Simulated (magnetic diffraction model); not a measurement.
## Which magnetic order? YbPC4S9

Space group P2/c (no. 13), a = 9.4830 Å, b = 7.2430 Å, c = 14.6446 Å, β = 130.21°.

| site | atom | x | y | z |
| --- | --- | --- | --- | --- |
| 2f | Yb | 1/2 | 0.1128 | 3/4 |
| 2f | S | 1/2 | 0.4951 | 3/4 |
| 4g | S | 0.6120 | 0.7690 | 0.1179 |
| 4g | S | 0.6060 | 0.8517 | 0.9294 |
| 4g | S | 0.1549 | 0.7737 | 0.0236 |
| 4g | S | 0.8139 | 0.8732 | 0.8301 |
| 2e | P | 0 | 0.4839 | 1/4 |
| 4g | C | 0.5584 | 0.8871 | 0.0213 |
| 4g | C | 0.9933 | 0.8920 | 0.9649 |

This is a made-up structure (elements placed in a structure type, unrelaxed), so the numbers test the method and describe no known phase.

Only Yb is taken to order (form factors of Yb3+); orders and moment sizes are assumed, and not adapted to the symmetry. Radiation: neutrons of λ = 2.567 Å, 1.5° to 45°; isotropic B of 0.46 Å² (Yb), 0.89 Å² (S), 0.74 Å² (P) and 0.94 Å² (C). Simulated constant-wavelength pattern: nuclear and magnetic terms add, the magnetic one as |2.695 fm × Σ f S⊥ exp(2πi Q·r) exp(−B s²)|², summed over all Q at one angle with the factor 1/(sin²θ cos θ). For a modulated order the moment at position r is S exp(−2πi k·r) + c.c., with S = m/2 for a sine wave of amplitude m and S = m(u + iv)/2 for moments turning in a plane, u and v being orthogonal unit vectors in it; the phase factor of the sum at Q = H + k is then exp(2πi H·r). Free-ion form factors, Sears's scattering lengths of 1992, no absorption; a label names one of the reflections at its angle. The strongest nuclear line in the range is 100, and lines under 0.2 are left out.

Above the ordering temperature:

```
2θ (°)     index      I
 20.41   (0 1 0)  100.0
 20.42   (1 0 0)   16.9
 20.47  (1 0 -2)   16.9
 24.38   (0 1 1)    5.6
 25.77  (1 1 -1)    8.6
 26.54   (0 0 2)    7.5
 29.03   (1 1 0)   15.2
 29.07  (1 1 -2)   19.6
 31.41  (2 0 -2)    5.7
 33.71   (0 1 2)   27.1
 37.30   (1 1 1)   25.9
 37.36  (1 1 -3)    1.2
 37.75  (2 1 -2)   24.7
 40.13  (2 1 -1)    3.5
 40.18  (2 1 -3)   27.2
 41.52   (2 0 0)   42.8
 41.63  (2 0 -4)   35.6
 43.39   (1 0 2)    0.7
 43.46  (1 0 -4)    1.2
 43.74   (0 2 1)    1.8
 44.59  (1 2 -1)    1.9
```

Below it (cell unchanged):

| 2θ (°) | I |
| --- | --- |
| 20.23 | 0.8 |
| 20.41 | 100.0 |
| 20.42 | 16.9 |
| 20.47 | 16.9 |
| 21.05 | 4.0 |
| 21.10 | 4.0 |
| 21.87 | 0.8 |
| 24.38 | 5.6 |
| 25.60 | 1.1 |
| 25.64 | 1.1 |
| 25.77 | 8.6 |
| 26.54 | 7.5 |
| 27.04 | 2.5 |
| 28.89 | 0.2 |
| 29.03 | 15.2 |
| 29.07 | 19.6 |
| 30.09 | 0.2 |
| 30.76 | 0.9 |
| 31.41 | 5.7 |
| 31.84 | 1.8 |
| 32.96 | 0.4 |
| 32.99 | 0.4 |
| 33.71 | 27.1 |
| 34.62 | 0.5 |
| 34.68 | 0.5 |
| 35.10 | 0.7 |
| 37.20 | 0.4 |
| 37.30 | 25.9 |
| 37.36 | 1.2 |
| 37.62 | 0.5 |
| 37.68 | 0.5 |
| 37.75 | 24.7 |
| 40.13 | 3.5 |
| 40.18 | 27.2 |
| 40.52 | 0.3 |
| 40.58 | 0.3 |
(The table stops after 36 lines; 16 more lie at higher angle.)

**Question.** Find the propagation vector, then choose among these models:
A. a sine wave with moments along [001] (amplitudes given), 3.5 μB on Yb; signs + at (1/2, 0.1128, 3/4), + at (1/2, 0.8872, 1/4)
B. a sine wave with moments along [010] (amplitudes given), 3.5 μB on Yb; signs + at (1/2, 0.1128, 3/4), + at (1/2, 0.8872, 1/4)
C. moments turning in the plane of [010] and [001], 3.5 μB on Yb; signs + at (1/2, 0.1128, 3/4), + at (1/2, 0.8872, 1/4)
D. a sine wave with moments along [100] (amplitudes given), 3.5 μB on Yb; signs + at (1/2, 0.1128, 3/4), + at (1/2, 0.8872, 1/4)

The new lines index as (0 3/4 1) at 20.23°, (1 1/4 0) at 21.05°, (1 1/4 -2) at 21.10° and (1 3/4 -1) at 21.87°, that is as H ± k with k = (0 1/4 0). Satellites come in pairs about each point of the reciprocal lattice.

Magnetic intensity, observed (below minus above) and for each model:

| 2θ (°) | index | observed | A | B | C | D |
| --- | --- | --- | --- | --- | --- | --- |
| 5.08 | (0 1/4 0) | <0.2 | 37.1 | <0.2 | 37.1 | 37.1 |
| 15.28 | (0 3/4 0) | <0.2 | 2.4 | <0.2 | 2.4 | 2.4 |
| 21.05 | (1 1/4 0) | 4.0 | 4.3 | 4.0 | 8.3 | 1.9 |
| 21.10 | (1 1/4 -2) | 4.0 | 0.4 | 4.0 | 4.4 | 1.9 |
| 25.60 | (1 3/4 0) | 1.1 | 1.7 | 1.1 | 2.7 | 1.0 |
| 27.04 | (0 1/4 2) | 2.5 | 1.1 | 2.5 | 3.6 | 2.6 |
| 31.84 | (2 1/4 -2) | 1.8 | 1.1 | 1.8 | 2.9 | <0.2 |
| 41.86 | (2 1/4 0) | 1.0 | 1.1 | 1.0 | 2.1 | 0.5 |

Model B matches.

The absence at (0 1/4 0) is telling: Q lies along the moments there, so the part normal to Q vanishes.

The structure used: k = (0 1/4 0), a sine wave with moments along [010] (amplitudes given), 3.5 μB on Yb; signs + at (1/2, 0.1128, 3/4), + at (1/2, 0.8872, 1/4).

[Logs are printed without paths, hosts, clocks, repeated set-up lines and the standing remarks that a program may print on its own settings, such as how far it seeks lower states.]
